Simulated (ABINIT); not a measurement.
**TlH3 (Pm-3m): from the cell to the phonon bands**

How does TlH3 (Pm-3m) vibrate, and is this structure a minimum?

Calculated with ABINIT 10.8.3; DFT PBEsol, scalar-relativistic, plane waves, PseudoDojo norm-conserving pseudopotentials.

The structure was built from a prototype and need not be the compound's stable phase.

### 1. Starting point

The structure is cubic, space group Pm-3m (No. 221). Conventional cell: a = 4.433 Å, b = 4.433 Å, c = 4.433 Å, α = 90.00°, β = 90.00°, γ = 90.00°. Nearest to Tl lie 6 H at 2.22 Å. Nearest to H lie 2 Tl at 2.22 Å. Farther neighbours are not listed.

### 2. A first look

A first run with smearing and empty bands tells whether the crystal has a gap, which decides between fixed occupations and smearing later on.

probe.abi

```
# ground state
tolvrs 1.0d-08
prtden 1
prtwf 1

# basis, mesh and filling
ecut 32.0
ngkpt 4 4 4
nshiftk 1
shiftk 0.0 0.0 0.0
istwfk *1
occopt 7
tsmear 0.005
nband 14
nstep 100
diemac 9.0
prtebands 0
prtgsr 0
useylm 1

# cell and atoms
acell 3*1.0 Angstrom
rprim 
    4.4329 0.0 0.0
    0.0 4.4329 0.0
    0.0 0.0 4.4329
ntypat 2
znucl 81 1
natom 4
typat 1 2 2 2
xred 
    0.0 0.0 0.0
    0.5 0.0 0.0
    0.0 0.5 0.0
    0.0 0.0 0.5
pp_dirpath "./pseudo"
pseudos "Tl.upf, H.upf"
```

The run is started by

```console
$ OMP_NUM_THREADS=1 mpirun -n 2 abinit probe.abi > probe.log
```

Numbers of over 12 decimals in the logs are rounded to 6 here.

probe.abo, the main output file:

```text
[banners, grids, parts of the stress and lines that vanish by symmetry left out]
- input  file    -> probe.abi
- output file    -> probe.abo
- root for input  files -> probei
[...]
Symmetries : space group Pm -3 m (#221); Bravais cP (primitive cubic)
[...]
mpw =        5112          nfft =       91125          nkpt =          10
[...]
== DATASET  1 ==================================================================
[...]
cutoff_energies: {ecut:  32.0, pawecutdg:  -1.0, }
[...]
ETOT  1  -62.042504790383    -6.204E+01 2.098E-01 6.280E+01
 ETOT  2  -62.301013062766    -2.585E-01 1.796E-03 1.674E+01
 ETOT  3  -62.302048113301    -1.035E-03 1.181E-03 5.793E+00
 ETOT  4  -62.302109717893    -6.160E-05 6.520E-04 3.330E-01
 ETOT  5  -62.302117537460    -7.820E-06 4.864E-04 3.360E-01
[...]
ETOT 10  -62.302130766095    -5.340E-11 3.785E-05 1.354E-08
 ETOT 11  -62.302130766101    -6.096E-12 3.490E-05 2.939E-10
 At SCF step   11       vres2   =  2.94E-10 < tolvrs=  1.00E-08 =>converged.
[...]
sigma(1 1)=  2.56509121E-04  sigma(3 2)=  0.00000000E+00
  sigma(2 2)=  2.56509121E-04  sigma(3 1)=  0.00000000E+00
  sigma(3 3)=  2.56509121E-04  sigma(2 1)=  0.00000000E+00
[...]
convergence: {deltae: -6.096E-12, res2:  2.939E-10, residm:  3.490E-05, diffor: null, }
etotal    :  -6.23021308E+01
[...]
sigma(1 1)=  2.56509121E-04  sigma(3 2)=  0.00000000E+00
  sigma(2 2)=  2.56509121E-04  sigma(3 1)=  0.00000000E+00
  sigma(3 3)=  2.56509121E-04  sigma(2 1)=  0.00000000E+00
[...]
- sigma(1 1)=  7.54675890E+00  sigma(3 2)=  0.00000000E+00
- sigma(2 2)=  7.54675890E+00  sigma(3 1)=  0.00000000E+00
- sigma(3 3)=  7.54675890E+00  sigma(2 1)=  0.00000000E+00
[...]
fcart     -0.0000000000E+00 -0.0000000000E+00 -0.0000000000E+00
           strten      2.5650912116E-04  2.5650912116E-04  2.5650912116E-04
================================================================================

[key lines of the parts left out:]
pressure_GPa:  -7.5468E+00
```

It took 34 s on 2 MPI ranks of AMD EPYC (Zen 3), shared host; 64 s of CPU time.

Numbers from this step:

* volume per atom: 21.78 Å³
* pressure: -7.547 GPa
* gap on the k-mesh: 0 eV

No gap opens on this mesh, so smearing is kept; the printed pressure holds the stress of the finite basis too.

### 3. Rough relaxation

The typed start is rough, so a first relaxation with smearing and loose thresholds takes it towards rest cheaply.

prerelax.abi

```
# relaxation
ionmov 2
optcell 2
dilatmx 1.15
chkdilatmx 0
ntime 40
tolmxf 3.0d-04
tolvrs 1.0d-10
prtwf 0
prtden 0
chksymtnons 0

# basis, mesh and filling
ecut 32.0
ecutsm 3.0
ngkpt 4 4 4
nshiftk 1
shiftk 0.0 0.0 0.0
istwfk *1
occopt 7
tsmear 0.005
nband 14
nstep 100
diemac 1000000.0
prtebands 0
prtgsr 0
useylm 1

# cell and atoms
acell 3*1.0 Angstrom
rprim 
    4.4329 0.0 0.0
    0.0 4.4329 0.0
    0.0 0.0 4.4329
ntypat 2
znucl 81 1
natom 4
typat 1 2 2 2
xred 
    0.0 0.0 0.0
    0.5 0.0 0.0
    0.0 0.5 0.0
    0.0 0.0 0.5
pp_dirpath "./pseudo"
pseudos "Tl.upf, H.upf"
```

The run is started by

```console
$ OMP_NUM_THREADS=1 mpirun -n 2 abinit prerelax.abi > prerelax.log
```

prerelax.abo, the main output file:

```text
[banners, grids, parts of the stress and lines that vanish by symmetry left out]
- input  file    -> prerelax.abi
- output file    -> prerelax.abo
- root for input  files -> prerelaxi
[...]
Symmetries : space group Pm -3 m (#221); Bravais cP (primitive cubic)
[...]
mpw =        7809          nfft =      125000          nkpt =          10
[...]
== DATASET  1 ==================================================================
[...]
cutoff_energies: {ecut:  32.0, pawecutdg:  -1.0, }
[...]
ETOT  1  -62.014271731207    -6.201E+01 3.154E-01 1.104E+02
 ETOT  2  -62.300488441484    -2.862E-01 6.666E-03 2.563E+01
 ETOT  3  -62.301980518080    -1.492E-03 1.193E-03 8.837E+00
 ETOT  4  -62.302030622681    -5.010E-05 3.210E-04 1.055E+00
 ETOT  5  -62.302053934449    -2.331E-05 1.909E-04 3.773E-01
[...]
At SCF step   12       vres2   =  1.08E-11 < tolvrs=  1.00E-10 =>converged.
[...]
ETOT 10  -62.336454236331     1.741E-12 6.319E-14 2.279E-12
 At SCF step   10       vres2   =  2.28E-12 < tolvrs=  1.00E-10 =>converged.
[...]
sigma(1 1)=  2.98311627E-06  sigma(3 2)=  0.00000000E+00
  sigma(2 2)=  2.98311627E-06  sigma(3 1)=  0.00000000E+00
  sigma(3 3)=  2.98311627E-06  sigma(2 1)=  0.00000000E+00
[...]
convergence: {deltae:  1.741E-12, res2:  2.279E-12, residm:  6.319E-14, diffor: null, }
etotal    :  -6.23364542E+01
[...]
At Broyd/MD step   7, gradients are converged :
[...]
sigma(1 1)=  2.98311627E-06  sigma(3 2)=  0.00000000E+00
  sigma(2 2)=  2.98311627E-06  sigma(3 1)=  0.00000000E+00
  sigma(3 3)=  2.98311627E-06  sigma(2 1)=  0.00000000E+00
[...]
- sigma(1 1)=  8.77663107E-02  sigma(3 2)=  0.00000000E+00
- sigma(2 2)=  8.77663107E-02  sigma(3 1)=  0.00000000E+00
- sigma(3 3)=  8.77663107E-02  sigma(2 1)=  0.00000000E+00
[...]
fcart     -0.0000000000E+00 -0.0000000000E+00 -0.0000000000E+00
           strten      2.9831162671E-06  2.9831162671E-06  2.9831162671E-06
================================================================================

[key lines of the parts left out:]
pressure_GPa:  -8.7766E-02
Total energy (etotal) [Ha]= -6.23364542363309E+01
```

Elapsed: 4.4 min, on 2 MPI ranks.

Relaxation path:

| step | energy less that of the first step (eV) | largest force (eV/Å) | volume (Å³) |
| --- | --- | --- | --- |
| 1 | 0.0000 | 0.0000 | 87.11 |
| 2 | -0.0926 | 0.0000 | 85.12 |
| 3 | 0.9615 | 0.0000 | 38.89 |
| 4 | -0.7199 | 0.0000 | 70.05 |
| 5 | -0.8931 | 0.0000 | 63.45 |
| 6 | -0.9325 | 0.0000 | 57.75 |
| 7 | -0.9358 | 0.0000 | 59.04 |

```csv
cell as run,before,after,change
a (Å),4.433,3.894,-12.2 %
b (Å),4.433,3.894,-12.2 %
c (Å),4.433,3.894,-12.2 %
volume (Å³/atom),21.78,14.76,-32.2 %
```

Final coordinates:

```cif
data_structure
_symmetry_space_group_name_H-M 'P 1'
_symmetry_Int_Tables_number 1
_cell_length_a 3.8938
_cell_length_b 3.8938
_cell_length_c 3.8938
_cell_angle_alpha 90.000
_cell_angle_beta 90.000
_cell_angle_gamma 90.000
_cell_volume 59.04
loop_
_atom_site_label
_atom_site_type_symbol
_atom_site_fract_x
_atom_site_fract_y
_atom_site_fract_z
_atom_site_occupancy
Tl1 Tl 0.00000 0.00000 0.00000 1
H2 H 0.50000 0.00000 0.00000 1
H3 H 0.00000 0.50000 0.00000 1
H4 H 0.00000 0.00000 0.50000 1
```

This step gave:

```yaml
volume_per_atom: 14.76 Å³
pressure: -0.08777 GPa
```

The volume changes by -32.2 % in this run and stands -32.2 % from the first cell.

### 4. Rough relaxation

The cell changed much, so the rough relaxation is repeated on a basis made for the new cell.

prerelax.abi, as its differences from that of step 3:

```diff
@@ -31,5 +31,5 @@
 rprim 
-    4.4329 0.0 0.0
-    0.0 4.4329 0.0
-    0.0 0.0 4.4329
+    3.893773275 0.0 0.0
+    0.0 3.893773275 0.0
+    0.0 0.0 3.893773275
 ntypat 2
```

prerelax.abo, the main output file:

```text
[banners, grids, parts of the stress and lines that vanish by symmetry left out]
- input  file    -> prerelax.abi
- output file    -> prerelax.abo
- root for input  files -> prerelaxi
[...]
Symmetries : space group Pm -3 m (#221); Bravais cP (primitive cubic)
[...]
mpw =        5257          nfft =       91125          nkpt =          10
[...]
== DATASET  1 ==================================================================
[...]
cutoff_energies: {ecut:  32.0, pawecutdg:  -1.0, }
[...]
ETOT  1  -62.225901898594    -6.223E+01 1.535E-01 6.402E+01
 ETOT  2  -62.336291257248    -1.104E-01 2.538E-03 5.378E+00
 ETOT  3  -62.336427289104    -1.360E-04 2.441E-03 1.898E+00
 ETOT  4  -62.336449196045    -2.191E-05 2.694E-04 4.360E-02
 ETOT  5  -62.336450811794    -1.616E-06 2.300E-04 4.475E-02
[...]
ETOT  9  -62.336454237701    -4.292E-12 7.766E-06 1.127E-08
 ETOT 10  -62.336454237699     2.402E-12 1.440E-05 4.306E-11
 At SCF step   10       vres2   =  4.31E-11 < tolvrs=  1.00E-10 =>converged.
[...]
sigma(1 1)=  2.98293471E-06  sigma(3 2)=  0.00000000E+00
  sigma(2 2)=  2.98293471E-06  sigma(3 1)=  0.00000000E+00
  sigma(3 3)=  2.98293471E-06  sigma(2 1)=  0.00000000E+00
[...]
convergence: {deltae:  2.402E-12, res2:  4.306E-11, residm:  1.440E-05, diffor: null, }
etotal    :  -6.23364542E+01
[...]
At Broyd/MD step   1, gradients are converged :
[...]
sigma(1 1)=  2.98293471E-06  sigma(3 2)=  0.00000000E+00
  sigma(2 2)=  2.98293471E-06  sigma(3 1)=  0.00000000E+00
  sigma(3 3)=  2.98293471E-06  sigma(2 1)=  0.00000000E+00
[...]
- sigma(1 1)=  8.77609692E-02  sigma(3 2)=  0.00000000E+00
- sigma(2 2)=  8.77609692E-02  sigma(3 1)=  0.00000000E+00
- sigma(3 3)=  8.77609692E-02  sigma(2 1)=  0.00000000E+00
[...]
fcart     -0.0000000000E+00 -0.0000000000E+00 -0.0000000000E+00
           strten      2.9829347118E-06  2.9829347118E-06  2.9829347118E-06
================================================================================

[key lines of the parts left out:]
pressure_GPa:  -8.7761E-02
Total energy (etotal) [Ha]= -6.23364542376986E+01
```

The job ended after 31 s (2 MPI ranks; 59 s of CPU time).

Little changed from the start: no atom moved by 0.005 Å and no cell edge by 0.1 %.

This step gave:

* pressure: -0.08776 GPa

The volume changes by +0.0 % in this run and stands -32.2 % from the first cell.

### 5. Relaxing the cell and atoms

The harmonic expansion needs vanishing forces, and a free crystal bears no stress, so cell and atoms are brought to rest. Stress is more sensitive to the basis than forces are: the last 3 Ha under the cutoff are smoothed with ecutsm, and the cutoff is raised above that of the later runs.

relax.abi

```
# relaxation
ionmov 2
optcell 2
dilatmx 1.08
ntime 40
tolmxf 1.0d-05
tolvrs 1.0d-14
prtwf 0
prtden 0
chksymtnons 0

# basis, mesh and filling
ecut 40.0
ecutsm 3.0
ngkpt 8 8 8
nshiftk 1
shiftk 0.0 0.0 0.0
istwfk *1
occopt 7
tsmear 0.01
nband 14
nstep 100
diemac 1000000.0
prtebands 0
prtgsr 0
useylm 1

# cell and atoms
acell 3*1.0 Angstrom
rprim 
    3.893773278 0.0 0.0
    0.0 3.893773278 0.0
    0.0 0.0 3.893773278
ntypat 2
znucl 81 1
natom 4
typat 1 2 2 2
xred 
    0.0 0.0 0.0
    0.5 0.0 0.0
    0.0 0.5 0.0
    0.0 0.0 0.5
pp_dirpath "./pseudo"
pseudos "Tl.upf, H.upf"
```

The run is started by

```console
$ OMP_NUM_THREADS=1 mpirun -n 2 abinit relax.abi > relax.log
```

relax.abo, the main output file:

```text
[banners, grids, parts of the stress and lines that vanish by symmetry left out]
- input  file    -> relax.abi
- output file    -> relax.abo
- root for input  files -> relaxi
[...]
Symmetries : space group Pm -3 m (#221); Bravais cP (primitive cubic)
[...]
mpw =        6090          nfft =      110592          nkpt =          35
[...]
== DATASET  1 ==================================================================
[...]
cutoff_energies: {ecut:  40.0, pawecutdg:  -1.0, }
[...]
ETOT  1  -62.195359266433    -6.220E+01 1.293E-01 8.264E+01
 ETOT  2  -62.334347773887    -1.390E-01 2.085E-02 8.368E+00
 ETOT  3  -62.334594202644    -2.464E-04 1.070E-03 2.827E+00
 ETOT  4  -62.334616907038    -2.270E-05 8.691E-04 8.633E-02
 ETOT  5  -62.334617714698    -8.077E-07 1.537E-03 8.684E-02
[...]
At SCF step   13       vres2   =  3.67E-16 < tolvrs=  1.00E-14 =>converged.
[...]
sigma(1 1)= -1.21763225E-05  sigma(3 2)=  0.00000000E+00
  sigma(2 2)= -1.21763225E-05  sigma(3 1)=  0.00000000E+00
  sigma(3 3)= -1.21763225E-05  sigma(2 1)=  0.00000000E+00
[...]
convergence: {deltae:  2.906E-12, res2:  3.667E-16, residm:  1.776E-05, diffor: null, }
etotal    :  -6.23346214E+01
[...]
ETOT  1  -62.334614664170    -6.233E+01 1.172E-05 1.786E-01
[...]
At SCF step   10       vres2   =  6.19E-15 < tolvrs=  1.00E-14 =>converged.
[...]
sigma(1 1)= -1.04993512E-05  sigma(3 2)=  0.00000000E+00
  sigma(2 2)= -1.04993512E-05  sigma(3 1)=  0.00000000E+00
  sigma(3 3)= -1.04993512E-05  sigma(2 1)=  0.00000000E+00
[...]
convergence: {deltae:  4.675E-12, res2:  6.191E-15, residm:  9.418E-06, diffor: null, }
etotal    :  -6.23346264E+01
[...]
ETOT  1  -62.334166224517    -6.233E+01 1.103E-05 7.163E+00
[...]
At SCF step   11       vres2   =  4.26E-15 < tolvrs=  1.00E-14 =>converged.
[...]
sigma(1 1)= -1.06159109E-07  sigma(3 2)=  0.00000000E+00
  sigma(2 2)= -1.06159109E-07  sigma(3 1)=  0.00000000E+00
  sigma(3 3)= -1.06159109E-07  sigma(2 1)=  0.00000000E+00
[...]
convergence: {deltae:  4.412E-12, res2:  4.264E-15, residm:  3.989E-07, diffor: null, }
etotal    :  -6.23346409E+01
[...]
ETOT  1  -62.334640900339    -6.233E+01 3.036E-07 7.498E-04
[...]
ETOT  8  -62.334640949663     5.457E-12 1.359E-07 1.615E-13
 ETOT  9  -62.334640949665    -2.224E-12 1.201E-06 1.537E-15
 At SCF step    9       vres2   =  1.54E-15 < tolvrs=  1.00E-14 =>converged.
[...]
sigma(1 1)= -9.37899045E-10  sigma(3 2)=  0.00000000E+00
  sigma(2 2)= -9.37899048E-10  sigma(3 1)=  0.00000000E+00
  sigma(3 3)= -9.37899046E-10  sigma(2 1)=  0.00000000E+00
[...]
convergence: {deltae: -2.224E-12, res2:  1.537E-15, residm:  1.201E-06, diffor: null, }
etotal    :  -6.23346409E+01
[...]
At Broyd/MD step   4, gradients are converged :
[...]
sigma(1 1)= -9.37899045E-10  sigma(3 2)=  0.00000000E+00
  sigma(2 2)= -9.37899048E-10  sigma(3 1)=  0.00000000E+00
  sigma(3 3)= -9.37899046E-10  sigma(2 1)=  0.00000000E+00
[...]
- sigma(1 1)= -2.75939426E-05  sigma(3 2)=  0.00000000E+00
- sigma(2 2)= -2.75939427E-05  sigma(3 1)=  0.00000000E+00
- sigma(3 3)= -2.75939426E-05  sigma(2 1)=  0.00000000E+00
[...]
fcart     -0.0000000000E+00 -0.0000000000E+00 -0.0000000000E+00
           strten     -9.3789904532E-10 -9.3789904836E-10 -9.3789904575E-10
================================================================================

[key lines of the parts left out:]
pressure_GPa:   2.7594E-05
Total energy (etotal) [Ha]= -6.23346409496654E+01
```

It took 7.7 min on 2 MPI ranks.

The steps of the relaxation:

| step | energy less that of the first step (eV) | largest force (eV/Å) | volume (Å³) |
| --- | --- | --- | --- |
| 1 | 0.0000 | 0.0000 | 59.04 |
| 2 | -0.0001 | 0.0000 | 59.10 |
| 3 | -0.0005 | 0.0000 | 59.51 |
| 4 | -0.0005 | 0.0000 | 59.51 |

```csv
"conventional cell, symmetrised",before,after,change
a (Å),3.894,3.904,+0.3 %
b (Å),3.894,3.904,+0.3 %
c (Å),3.894,3.904,+0.3 %
volume (Å³/atom),14.76,14.88,+0.8 %
```

Final coordinates:

```xyz
4
Lattice="3.9043 0.0000 0.0000 0.0000 3.9043 0.0000 0.0000 0.0000 3.9043" Properties=species:S:1:pos:R:3 pbc="T T T"
Tl    0.0000    0.0000    0.0000
H     1.9521    0.0000    0.0000
H     0.0000    1.9521    0.0000
H     0.0000    0.0000    1.9521
```

Numbers from this step:

* volume per atom: 14.88 Å³
* pressure: 2.76e-5 GPa

The volume changes by +0.8 % in this run and stands -31.7 % from the first cell.

### 6. Ground state

First-order wavefunctions inherit every error of the ground state, hence the very tight tolvrs. Smearing stays on, as the first look found no gap above 0.3 eV.

gs.abi

```
# ground state
tolvrs 1.0d-16
prtden 1
prtwf 1

# basis, mesh and filling
ecut 32.0
ngkpt 8 8 8
nshiftk 1
shiftk 0.0 0.0 0.0
istwfk *1
occopt 7
tsmear 0.01
nband 14
nstep 100
diemac 1000000.0
prtebands 0
prtgsr 0
useylm 1

# cell and atoms
acell 3*1.0 Angstrom
rprim 
    3.904264567 0.0 0.0
    0.0 3.904264567 0.0
    0.0 0.0 3.904264567
ntypat 2
znucl 81 1
natom 4
typat 1 2 2 2
xred 
    0.0 0.0 0.0
    0.5 0.0 0.0
    0.0 0.5 0.0
    0.0 0.0 0.5
pp_dirpath "./pseudo"
pseudos "Tl.upf, H.upf"
```

The run is started by

```console
$ OMP_NUM_THREADS=1 mpirun -n 2 abinit gs.abi > gs.log
```

gs.abo, the main output file:

```text
[banners, grids, parts of the stress and lines that vanish by symmetry left out]
- input  file    -> gs.abi
- output file    -> gs.abo
- root for input  files -> gsi
[...]
Symmetries : space group Pm -3 m (#221); Bravais cP (primitive cubic)
[...]
mpw =        3495          nfft =       64000          nkpt =          35
[...]
== DATASET  1 ==================================================================
[...]
cutoff_energies: {ecut:  32.0, pawecutdg:  -1.0, }
[...]
ETOT  1  -62.188983203398    -6.219E+01 2.379E-01 4.286E+01
 ETOT  2  -62.334340469790    -1.454E-01 2.090E-02 5.670E+00
 ETOT  3  -62.334498729939    -1.583E-04 9.642E-04 1.884E+00
 ETOT  4  -62.334520461807    -2.173E-05 2.067E-03 1.313E-01
 ETOT  5  -62.334525904158    -5.442E-06 1.232E-04 1.084E-02
[...]
ETOT 13  -62.334526548860    -2.487E-12 9.064E-06 1.463E-16
 ETOT 14  -62.334526548861    -5.684E-13 2.630E-05 8.486E-19
 At SCF step   14       vres2   =  8.49E-19 < tolvrs=  1.00E-16 =>converged.
[...]
sigma(1 1)=  2.13990846E-06  sigma(3 2)=  0.00000000E+00
  sigma(2 2)=  2.13990846E-06  sigma(3 1)=  0.00000000E+00
  sigma(3 3)=  2.13990846E-06  sigma(2 1)=  0.00000000E+00
[...]
convergence: {deltae: -5.684E-13, res2:  8.486E-19, residm:  2.630E-05, diffor: null, }
etotal    :  -6.23345265E+01
[...]
sigma(1 1)=  2.13990846E-06  sigma(3 2)=  0.00000000E+00
  sigma(2 2)=  2.13990846E-06  sigma(3 1)=  0.00000000E+00
  sigma(3 3)=  2.13990846E-06  sigma(2 1)=  0.00000000E+00
[...]
- sigma(1 1)=  6.29582804E-02  sigma(3 2)=  0.00000000E+00
- sigma(2 2)=  6.29582804E-02  sigma(3 1)=  0.00000000E+00
- sigma(3 3)=  6.29582804E-02  sigma(2 1)=  0.00000000E+00
[...]
fcart     -0.0000000000E+00 -0.0000000000E+00 -0.0000000000E+00
           strten      2.1399084553E-06  2.1399084553E-06  2.1399084553E-06
================================================================================

[key lines of the parts left out:]
pressure_GPa:  -6.2958E-02
```

Wall time 86 s (2 MPI ranks); 2.7 min of CPU time.

Read from the output:

```yaml
pressure: -0.06296 GPa
```

The cell stands at -0.063 GPa, close enough for phonons.

[end of part 1 of 5]

[Host names and launcher messages were left out of these logs when they were recorded.]

[Logs are printed without paths, hosts, clocks, repeated set-up lines and the standing remarks that a program may print on its own settings, such as how far it seeks lower states.]

[Hosts, paths, dates, database ids (printed as entryN), source tags and the programs' standing remarks are cut or masked in the printed files.]
